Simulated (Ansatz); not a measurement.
# Elastic response of H16C6Br2N2O (Pca2_1) (108 atoms)

How stiff is H16C6Br2N2O (Pca2_1) (108 atoms), and how do its levels respond to strain?

Program: Ansatz 0.2.0. Level of theory: Kohn-Sham DFT, PBE+D4, PAW (set soft_2), plane waves. Results are calculated unless marked as measured.

**1. The starting structure**

The cell holds 108 atoms: 64 H, 24 C, 8 Br, 8 N and 4 O. Its edges and angles: a = 12.383 Å, b = 8.319 Å, c = 9.881 Å, α = 90.0°, β = 90.0°, γ = 90.0°. It derives from H16C6Br2N2O (Pca2_1), repeated 1×1×1. H16C6Br2N2O, space group Pca2_1, structure from the Crystallography Open Database, 1 x 1 x 1 conventional cells; every coordinate displaced by a Gaussian of 0.02 Å; bonds to H set to neutron lengths (C-H 1.089, N-H 1.015, O-H 0.983, B-H 1.19 Å) where the listed ones are shorter.

What the set-up can't give: Only the Γ point is sampled.

**2. Single point at the start**

A single point comes first, to see the forces before anything moves.

input.yaml reads:

```yaml
crystal:
  lattice:
    - [12.3828, 0.0, 0.0]
    - [0.0, 8.3185, 0.0]
    - [0.0, 0.0, 9.8806]
  atoms:
    - { symbol: H, position: [0.21976, 0.73924, 0.1898] }
    - { symbol: H, position: [0.78221, 0.26279, 0.68835] }
    - { symbol: H, position: [0.72125, 0.26899, 0.19088] }
    - { symbol: H, position: [0.27919, 0.7382, 0.69172] }
    - { symbol: H, position: [0.09527, 0.68278, 0.11521] }
    - { symbol: H, position: [0.90292, 0.31178, 0.61405] }
    - { symbol: H, position: [0.59669, 0.32494, 0.11473] }
    - { symbol: H, position: [0.40024, 0.67931, 0.61499] }
    - { symbol: H, position: [0.13987, 0.4768, 0.26912] }
    - { symbol: H, position: [0.85954, 0.52291, 0.77266] }
    - { symbol: H, position: [0.64085, 0.52466, 0.27173] }
    - { symbol: H, position: [0.35804, 0.47751, 0.77619] }
    - { symbol: H, position: [0.17086, 0.61769, 0.39971] }
    - { symbol: H, position: [0.83291, 0.38259, 0.8997] }
    - { symbol: H, position: [0.67002, 0.38829, 0.40291] }
    - { symbol: H, position: [0.32759, 0.61378, 0.90276] }
    - { symbol: H, position: [0.95476, 0.63507, 0.28805] }
    - { symbol: H, position: [0.04029, 0.36278, 0.78837] }
    - { symbol: H, position: [0.45645, 0.36218, 0.28825] }
    - { symbol: H, position: [0.54417, 0.63738, 0.78786] }
    - { symbol: H, position: [0.97816, 0.47028, 0.36662] }
    - { symbol: H, position: [0.02092, 0.53548, 0.8663] }
    - { symbol: H, position: [0.48062, 0.53333, 0.36678] }
    - { symbol: H, position: [0.51845, 0.46923, 0.86607] }
    - { symbol: H, position: [0.03659, 0.6418, 0.56512] }
    - { symbol: H, position: [0.96123, 0.36278, 0.06417] }
    - { symbol: H, position: [0.54058, 0.3583, 0.56732] }
    - { symbol: H, position: [0.46093, 0.64155, 0.06361] }
    - { symbol: H, position: [0.90493, 0.60383, 0.53274] }
    - { symbol: H, position: [0.09922, 0.39635, 0.03207] }
    - { symbol: H, position: [0.39935, 0.39588, 0.53408] }
    - { symbol: H, position: [0.59959, 0.5995, 0.03334] }
    - { symbol: H, position: [0.93409, 0.87187, 0.3843] }
    - { symbol: H, position: [0.06839, 0.1249, 0.88437] }
    - { symbol: H, position: [0.43351, 0.1267, 0.3841] }
    - { symbol: H, position: [0.56771, 0.87235, 0.88151] }
    - { symbol: H, position: [0.87885, 0.86821, 0.544] }
    - { symbol: H, position: [0.12098, 0.12895, 0.0435] }
    - { symbol: H, position: [0.37936, 0.13375, 0.54536] }
    - { symbol: H, position: [0.62325, 0.86699, 0.04305] }
    - { symbol: H, position: [0.01926, 0.06706, 0.52191] }
    - { symbol: H, position: [0.98218, 0.9352, 0.02155] }
    - { symbol: H, position: [0.52017, 0.92996, 0.51897] }
    - { symbol: H, position: [0.483, 0.06472, 0.02078] }
    - { symbol: H, position: [0.04588, 0.93352, 0.63611] }
    - { symbol: H, position: [0.95025, 0.06391, 0.13931] }
    - { symbol: H, position: [0.54549, 0.06761, 0.64] }
    - { symbol: H, position: [0.45251, 0.94243, 0.13789] }
    - { symbol: H, position: [0.17643, 0.80501, 0.49303] }
    - { symbol: H, position: [0.82235, 0.19937, 0.99049] }
    - { symbol: H, position: [0.67728, 0.19855, 0.48895] }
    - { symbol: H, position: [0.32087, 0.80293, 0.99014] }
    - { symbol: H, position: [0.20523, 0.00489, 0.53253] }
    - { symbol: H, position: [0.79231, 0.99695, 0.03638] }
    - { symbol: H, position: [0.70796, 0.9907, 0.53453] }
    - { symbol: H, position: [0.29327, 0.00775, 0.03734] }
    - { symbol: H, position: [0.13845, 0.09623, 0.32036] }
    - { symbol: H, position: [0.86406, 0.9056, 0.81767] }
    - { symbol: H, position: [0.63485, 0.90563, 0.31605] }
    - { symbol: H, position: [0.3627, 0.09838, 0.81941] }
    - { symbol: H, position: [0.24454, 0.96608, 0.29655] }
    - { symbol: H, position: [0.75892, 0.0397, 0.7992] }
    - { symbol: H, position: [0.74383, 0.03683, 0.29573] }
    - { symbol: H, position: [0.26052, 0.95442, 0.79628] }
    - { symbol: C, position: [0.13603, 0.72123, 0.20887] }
    - { symbol: C, position: [0.86931, 0.27463, 0.7042] }
    - { symbol: C, position: [0.63363, 0.27546, 0.20988] }
    - { symbol: C, position: [0.36625, 0.71986, 0.70758] }
    - { symbol: C, position: [0.12051, 0.59053, 0.31303] }
    - { symbol: C, position: [0.88455, 0.40671, 0.81518] }
    - { symbol: C, position: [0.61836, 0.40569, 0.31218] }
    - { symbol: C, position: [0.37791, 0.5925, 0.81362] }
    - { symbol: C, position: [0.97249, 0.66248, 0.491] }
    - { symbol: C, position: [0.0275, 0.33599, 0.99272] }
    - { symbol: C, position: [0.47344, 0.33645, 0.49435] }
    - { symbol: C, position: [0.52645, 0.65809, 0.99327] }
    - { symbol: C, position: [0.95095, 0.84519, 0.48571] }
    - { symbol: C, position: [0.04671, 0.15684, 0.98758] }
    [... 24 atom lines left out ...]
    - { symbol: "N", position: [0.54099, 0.05418, 0.53654] }
    - { symbol: "N", position: [0.45944, 0.94963, 0.0348] }
    - { symbol: O, position: [0.0922, 0.87867, 0.24672] }
    - { symbol: O, position: [0.90636, 0.12438, 0.74298] }
    - { symbol: O, position: [0.59278, 0.12767, 0.24173] }
    - { symbol: O, position: [0.40755, 0.87366, 0.74311] }
kpoints:
  mp_grid: { grid: [1, 1, 1] }
hamiltonian:
  xc: pbe
  dispersion: d4
scf:
  occupations: { method: fermi_dirac, width: 0.05 }
output:
  forces: true
```

Run with:

```sh
$ ansatz run input.yaml --threads 4 --pin off --max-ram 8192MiB --backend cpu --events-out ev --progress --plain --runs-dir out
```

Numbers of over 12 decimals in the logs are rounded to 6 here.

Log:

```text
[...]
Pseudopotentials: kind: paw
Pseudopotential: H, paw, valence charge 1, recommended cutoff 420 eV (normal), H.paw.azcp
Pseudopotential: C, paw, valence charge 4, recommended cutoff 420 eV (normal), C.paw.azcp
Pseudopotential: Br, paw, valence charge 7, recommended cutoff 420 eV (normal), Br.paw.azcp
Pseudopotential: N, paw, valence charge 5, recommended cutoff 420 eV (normal), N.paw.azcp
Pseudopotential: O, paw, valence charge 6, recommended cutoff 420 eV (normal), O.paw.azcp
[... 5 lines on functional and potentials left out ...]
Crystal: 108 atoms, lattice volume = 1017.764 Å³
Basis set: ecut = 420 eV, 19927 PW (Γ), exchange–correlation on 180×120×144 points (8 copies of the dense FFT grid, shifted against one another)
Bands: 248, of which v1, the nominal top of the filled ones, is band 140 counted from 1 (139 counted from 0)
Symmetry: 1 space group operations
Space group: P1 (ITA 1), of the structure as read, at distance tolerance 1.0e-4 Å
k-points: 1
[... 11 lines on functional and potentials left out ...]
Initial density: superposition of atomic densities (neutral atoms: chi_scale 0, normalization atom), corrected by the library's trained network
Initial wavefunctions: pseudopotential atomic-orbital guess
[...]
SCF iter   1: F=—  HF=-34668.886141 eV  |F-HF|=—  |Δ(HF+E_count)|=         —  Δρ=4.32e-3  dr2=2.91e-1  ethr=1.77e-3  ⟨swp⟩=6.0  Hψ=1179  notcnv=0  defer=61
preconditioner: auto → Resta (q_TF=auto, 2.200 Å⁻¹)  ε∞=2.5  [insulator: Δε(μ)=4.897 eV  Ē_g=15.536 eV  σ=0.050 eV  W_gap=1.00  n_scr=182 (ndim 8)  ℏωp=19.1 eV  f_vac=0.072  D(μ)=0.00/eV (n_scr^D=0)  ε∞_Penn≈2.5]
SCF iter   2: F=—  HF=-34668.830153 eV  |F-HF|=—  |Δ(HF+E_count)|=   5.60e-2  Δρ=2.20e-3  dr2=3.76e-2  ethr=1.04e-4  ⟨swp⟩=2.0  Hψ=426  notcnv=0  defer=101
SCF iter   3: F=—  HF=-34668.829167 eV  |F-HF|=—  |Δ(HF+E_count)|=   9.87e-4  Δρ=7.94e-4  dr2=6.39e-3  ethr=1.34e-5  ⟨swp⟩=2.0  Hψ=241  notcnv=0  defer=15
automatic band count: iteration 3 solves 162 bands in place of 248: the levels show a gap, and the empty bands left out lie too high to hold charge; the band table lists the bands solved (type scf.n_extra_bands for more)
SCF iter   4: F=—  HF=-34668.830184 eV  |F-HF|=—  |Δ(HF+E_count)|=   1.02e-3  Δρ=3.17e-4  dr2=8.71e-4  ethr=2.28e-6  ⟨swp⟩=2.0  Hψ=287  notcnv=0  defer=15
SCF iter   5: F=—  HF=-34668.830262 eV  |F-HF|=—  |Δ(HF+E_count)|=   7.82e-5  Δρ=9.89e-5  dr2=8.93e-5  ethr=3.11e-7  ⟨swp⟩=2.0  Hψ=285  notcnv=0  defer=15
SCF iter   6: F=—  HF=-34668.831871 eV  |F-HF|=—  |Δ(HF+E_count)|=   1.61e-3  Δρ=3.78e-5  dr2=1.35e-5  ethr=3.19e-8  ⟨swp⟩=2.0  Hψ=301  notcnv=0  defer=15
SCF iter   7: F=—  HF=-34668.831877 eV  |F-HF|=—  |Δ(HF+E_count)|=   6.54e-6  Δρ=1.11e-5  dr2=1.23e-6  ethr=4.82e-9  ⟨swp⟩=2.0  Hψ=286  notcnv=0  defer=15
SCF iter   8: F=—  HF=-34668.831879 eV  |F-HF|=—  |Δ(HF+E_count)|=   1.34e-6  Δρ=4.05e-6  dr2=1.63e-7  ethr=4.39e-10  ⟨swp⟩=2.0  Hψ=287  notcnv=0  defer=15
SCF iter   9: F=-34668.831879 eV  HF=-34668.831879 eV  |F-HF|=2.03e-9  |Δ(HF+E_count)|=   1.52e-7  Δρ=2.08e-6  dr2=3.81e-8  ethr=3.57e-11  ⟨swp⟩=4.0  Hψ=552  notcnv=0
SCF 1 converged in 9 iterations: F = -34668.831879 eV  dr2 = 3.81e-8
[...]
SCF converged after 9 iterations
Free energy (F): -34668.831879 eV
Harris-Foulkes:  -34668.831879 eV  (|F-HF|=2.03e-9)
Internal energy: -34668.831879 eV  (E = F + TS)
E sigma→0 (E₀):  -34668.831879 eV
Fermi energy:    3.608715 eV
--- Per-component energies (eV) ---
[...]
Σ components = -34668.831879   (vs F -34668.831879, Δ=0.00e0)
--- Forces (eV/Å), atoms counted from 1 ---
  atom   1  H      1.18360790    -0.19148054    -0.22020218
  atom   2  H     -0.38365106     0.48212499    -0.10486133
  atom   3  H      0.07067370     0.06315596    -0.04567939
  atom   4  H     -0.19763922    -0.46613657    -0.16473368
[...]
atom 108  O      1.17121213     0.79297709     0.22726834
  max |Σ_I F_I| component: 1.84e-4 eV/Å
```

It took 9 s on 4 threads of Arm Neoverse V1, shared host; peak memory 1.1 GiB; 34 s of CPU time.

The r.m.s. force at the start is 0.92 eV/Å.

**3. Cell and atoms relaxed**

Cell and atoms are freed together, to release stress as well as forces.

input.yaml reads:

```yaml
crystal:
  lattice:
    - [12.3828, 0.0, 0.0]
    - [0.0, 8.3185, 0.0]
    - [0.0, 0.0, 9.8806]
  atoms:
    [... the 108 atom lines of step 2 ...]
kpoints:
  mp_grid: { grid: [1, 1, 1] }
hamiltonian:
  xc: pbe
  dispersion: d4
scf:
  occupations: { method: fermi_dirac, width: 0.05 }
output:
  forces: true
relax:
  f_tol: 0.05
  max_steps: 150
  cell: {}
```

Log:

```text
[...]
Crystal: 108 atoms, lattice volume = 1017.764 Å³
Basis set: ecut = 420 eV, 19927 PW (Γ), exchange–correlation on 180×120×144 points (8 copies of the dense FFT grid, shifted against one another)
Bands: 248, of which v1, the nominal top of the filled ones, is band 140 counted from 1 (139 counted from 0)
Symmetry: 1 space group operations
[...]
k-points: 1
[...]
SCF iter   1: F=—  HF=-34668.886141 eV  |F-HF|=—  |Δ(HF+E_count)|=         —  Δρ=4.32e-3  dr2=2.91e-1  ethr=1.77e-3  ⟨swp⟩=6.0  Hψ=1179  notcnv=0  defer=61
[...]
SCF iter   8: F=—  HF=-34668.831879 eV  |F-HF|=—  |Δ(HF+E_count)|=   1.37e-6  Δρ=4.10e-6  dr2=1.67e-7  ethr=4.56e-10  ⟨swp⟩=2.0  Hψ=287  notcnv=0  defer=101
SCF iter   9: F=-34668.831879 eV  HF=-34668.831879 eV  |F-HF|=5.17e-10  |Δ(HF+E_count)|=   1.55e-7  Δρ=2.07e-6  dr2=3.84e-8  ethr=3.57e-11  ⟨swp⟩=4.0  Hψ=638  notcnv=0
SCF 1 converged in 9 iterations: F = -34668.831879 eV  dr2 = 3.84e-8
[...]
relax step   1: F+E_penalty+E_count = -34668.83187897 eV  Δ(F+E_penalty+E_count) = +0.000e0 eV  max|allowed force component| = 4.057e0 eV/Å  Δτ_max = 0.0000 Å  P = +2.185 GPa  Ω = 1017.764 Å³  (9 SCF iters, dr2 threshold 1.00e-7 eV, accepted)
[... from here on, the SCF cycles and remarks between the steps are left out ...]
relax step   2: F+E_penalty+E_count = -34671.09762203 eV  Δ(F+E_penalty+E_count) = -2.266e0 eV  max|allowed force component| = 1.635e0 eV/Å  Δτ_max = 0.1793 Å  P = +0.444 GPa  Ω = 1024.911 Å³  energy of the carried Pulay correction = -1.772e-2 eV  (7 SCF iters, dr2 threshold 1.08e-5 eV, accepted)
relax step   3: F+E_penalty+E_count = -34671.50495141 eV  Δ(F+E_penalty+E_count) = -4.073e-1 eV  max|allowed force component| = 6.599e-1 eV/Å  Δτ_max = 0.1943 Å  P = -0.281 GPa  Ω = 1028.077 Å³  energy of the carried Pulay correction = -2.552e-2 eV  (6 SCF iters, dr2 threshold 1.08e-5 eV, accepted)
relax step   4: F+E_penalty+E_count = -34671.55075468 eV  Δ(F+E_penalty+E_count) = -4.580e-2 eV  max|allowed force component| = 3.140e-1 eV/Å  Δτ_max = 0.1487 Å  P = -0.016 GPa  Ω = 1026.822 Å³  energy of the carried Pulay correction = -2.243e-2 eV  (7 SCF iters, dr2 threshold 1.08e-5 eV, accepted)
relax step   5: F+E_penalty+E_count = -34671.62333868 eV  Δ(F+E_penalty+E_count) = -7.258e-2 eV  max|allowed force component| = 1.616e-1 eV/Å  Δτ_max = 0.2000 Å  P = +0.086 GPa  Ω = 1016.312 Å³  energy of the carried Pulay correction = +3.615e-3 eV  (7 SCF iters, dr2 threshold 6.16e-6 eV, accepted)
relax step   6: F+E_penalty+E_count = -34671.62054979 eV  Δ(F+E_penalty+E_count) = +2.789e-3 eV  max|allowed force component| = 8.224e-2 eV/Å  Δτ_max = 0.0966 Å  P = -0.020 GPa  Ω = 1030.983 Å³  energy of the carried Pulay correction = -3.267e-2 eV  (8 SCF iters, dr2 threshold 1.63e-6 eV, accepted)
relax step   7: F+E_penalty+E_count = -34671.64003661 eV  Δ(F+E_penalty+E_count) = -1.949e-2 eV  max|allowed force component| = 1.706e-2 eV/Å  Δτ_max = 0.0251 Å  P = +0.005 GPa  Ω = 1025.660 Å³  energy of the carried Pulay correction = -1.957e-2 eV  (7 SCF iters, dr2 threshold 4.23e-7 eV, accepted)
relax step   8: F+E_penalty+E_count = -34671.64916931 eV  Δ(F+E_penalty+E_count) = -9.133e-3 eV  max|allowed force component| = 1.641e-2 eV/Å  Δτ_max = 0.0000 Å  P = +0.018 GPa  Ω = 1025.660 Å³  stress off target by 4.04e-2 GPa  SCF on the basis re-selected at this cell (its energy is not comparable with the rows above)  (5 SCF iters)
basis re-selected at this cell: Δ(F+E_penalty+E_count) = -9.133e-3 eV, ΔP = +0.013 GPa vs the last step (what re-selecting the basis moved, of the pressure what is left beyond the Pulay correction that the steps carried, after the strain that the cell walked since its last selection, [...]
SCF converged after 5 iterations
Free energy (F): -34671.649169 eV
[...]
Internal energy: -34671.649169 eV  (E = F + TS)
E sigma→0 (E₀):  -34671.649169 eV
Fermi energy:    3.475404 eV
[...]
Σ components = -34671.649169   (vs F -34671.649169, Δ=0.00e0)
--- Forces (eV/Å), atoms counted from 1 ---
  atom   1  H     -0.00327032     0.00001424     0.00042959
  atom   2  H      0.00252663    -0.00274868    -0.00065870
  atom   3  H     -0.00283244    -0.00128647     0.00136505
  atom   4  H      0.00250130     0.00119288    -0.00399057
[...]
atom 108  O     -0.01009039    -0.00570837    -0.00009529
  max |Σ_I F_I| component: 1.03e-5 eV/Å
--- Stress (GPa, compression-positive) ---
        0.014532       0.000592       0.000863
        0.000592      -0.000159      -0.003071
        0.000863      -0.003071       0.040104
  P = ⅓ Tr σ = 0.0182 GPa (0.182 kbar)
--- Relaxed structure (7 steps of the walk, 7 accepted, 1 SCFs on fresh bases) ---
  F+E_penalty+E_count = -34671.64916931 eV   max|allowed force component| = 1.641e-2 eV/Å   (the final SCF, on the basis selected at the relaxed cell)
  cell:  # Å, volume = 1025.6605 Å³
    - [12.430519, 0.00218892, -0.00489824]
    - [0.00147047, 8.293847, 0.00227299]
    - [-0.00390845, 0.00269983, 9.948519]
  atoms:
    - { symbol: H, position: [0.225423, 0.728586, 0.194325] }
    - { symbol: H, position: [0.774685, 0.274438, 0.694398] }
    - { symbol: H, position: [0.724488, 0.273146, 0.194267] }
    - { symbol: H, position: [0.275293, 0.726282, 0.693592] }
[...]
- { symbol: O, position: [0.404980, 0.876064, 0.744024] }
```

Wall time 78 s (4 threads); peak memory 1.2 GiB.

The relaxation converged after 7 steps, with a largest force component of 0.016 eV/Å.

**4. Single point at the relaxed geometry**

One more single point at the end of the walk gives the fuller output and checks the residual forces.

input.yaml reads:

```yaml
crystal:
  lattice:
    - [12.43052, 0.00219, -0.0049]
    - [0.00147, 8.29385, 0.00227]
    - [-0.00391, 0.0027, 9.94852]
  atoms:
    - { symbol: H, position: [0.22542, 0.72859, 0.19432] }
    - { symbol: H, position: [0.77469, 0.27444, 0.6944] }
    - { symbol: H, position: [0.72449, 0.27315, 0.19427] }
    - { symbol: H, position: [0.27529, 0.72628, 0.69359] }
    - { symbol: H, position: [0.09918, 0.69323, 0.11367] }
    - { symbol: H, position: [0.90079, 0.30988, 0.61365] }
    [... 96 atom lines left out ...]
    - { symbol: "N", position: [0.54111, 0.05999, 0.53914] }
    - { symbol: "N", position: [0.45869, 0.93953, 0.03846] }
    - { symbol: O, position: [0.09551, 0.87797, 0.24461] }
    - { symbol: O, position: [0.90464, 0.12449, 0.74403] }
    - { symbol: O, position: [0.5951, 0.12301, 0.24502] }
    - { symbol: O, position: [0.40498, 0.87606, 0.74402] }
kpoints:
  mp_grid: { grid: [1, 1, 1] }
hamiltonian:
  xc: pbe
  dispersion: d4
scf:
  occupations: { method: fermi_dirac, width: 0.05 }
output:
  forces: true
  stress: true
  populations: intrinsic
  dos:
    method: { smearing: { sigma: 0.15 } }
    de: 0.1
    projected: { site_lists: { Br: [Br], C: [C], H: [H], "N": ["N"], O: [O] } }
  eigenvalues: true
  write_density: true
  write_potential: true
  volumetric_format: npy
```

Log:

```text
[...]
Crystal: 108 atoms, lattice volume = 1025.661 Å³
Basis set: ecut = 420 eV, 19995 PW (Γ), exchange–correlation on 180×120×144 points (8 copies of the dense FFT grid, shifted against one another)
Bands: 248, of which v1, the nominal top of the filled ones, is band 140 counted from 1 (139 counted from 0)
Symmetry: 1 space group operations
[...]
k-points: 1
[...]
SCF iter   1: F=—  HF=-34671.694290 eV  |F-HF|=—  |Δ(HF+E_count)|=         —  Δρ=4.32e-3  dr2=2.74e-1  ethr=1.77e-3  ⟨swp⟩=6.0  Hψ=1178  notcnv=0  defer=42
[...]
SCF iter   9: F=-34671.649167 eV  HF=-34671.649167 eV  |F-HF|=4.64e-9  |Δ(HF+E_count)|=   1.83e-7  Δρ=1.23e-6  dr2=1.54e-8  ethr=3.57e-11  ⟨swp⟩=19.0  Hψ=2289  notcnv=0
SCF 1 converged in 9 iterations: F = -34671.649167 eV  dr2 = 1.54e-8
[...]
SCF converged after 9 iterations
Free energy (F): -34671.649167 eV
[...]
Internal energy: -34671.649167 eV  (E = F + TS)
E sigma→0 (E₀):  -34671.649167 eV
Fermi energy:    3.475390 eV
[...]
--- Forces (eV/Å), atoms counted from 1 ---
  atom   1  H     -0.00114300    -0.00038315     0.00044332
  atom   2  H      0.00088597    -0.00297587    -0.00068100
  atom   3  H     -0.00201600    -0.00158769     0.00112761
  atom   4  H      0.00444752     0.00078576    -0.00387433
  atom   5  H     -0.00332470     0.00274035    -0.00227070
  atom   6  H      0.00164629    -0.00237379    -0.00338401
  atom   7  H     -0.00201045     0.00005987    -0.00486260
  atom   8  H     -0.00239214     0.00675561    -0.00184533
  atom   9  H     -0.00273147    -0.00502117    -0.00274222
  atom  10  H      0.00024736     0.00068102    -0.00489926
  atom  11  H     -0.00335475     0.00327793    -0.00442368
  atom  12  H      0.00228966     0.00066306    -0.00010124
  atom  13  H      0.00045072    -0.00001093    -0.00151627
  atom  14  H     -0.00176223     0.00186595     0.00104152
[...]
atom 107  O     -0.00032490     0.00170945    -0.01349026
  atom 108  O     -0.00983568    -0.00545363     0.00037720
  max |Σ_I F_I| component: 1.06e-4 eV/Å
--- Stress (GPa, compression-positive) ---
        0.015397       0.000743       0.000791
        0.000743      -0.000614      -0.002837
        0.000791      -0.002837       0.041025
  P = ⅓ Tr σ = 0.0186 GPa (0.186 kbar)
--- Band table (eV) ---
[...]
--- intrinsic populations: 108 sites ---
  site symbol       q [e]
     0      H      0.8342
     1      H      0.8339
     2      H      0.8341
[...]
107      O      6.4095
  spilling = 0.000000 (of n_electrons = 280.000000)
```

Wall time 14 s (4 threads); peak memory 1.2 GiB; 53 s of CPU time.

Read from the output:

- free energy: -34671.6492 eV
- free energy per atom: -321.0338 eV/atom
- SCF cycles: 9
- pressure: 0.0186 GPa
- r.m.s. force component: 0.00447 eV/Å
- longest force: 0.02166 eV/Å
- Fermi energy: 3.475 eV
- gap (highest filled to lowest empty level): 4.861 eV

(Part 1 of 2 ends here.)

[Logs are printed without paths, hosts, clocks, repeated set-up lines and the standing remarks that a program may print on its own settings, such as how far it seeks lower states.]

[Hosts, paths, dates, database ids (printed as entryN), source tags and the programs' standing remarks are cut or masked in the printed files.]
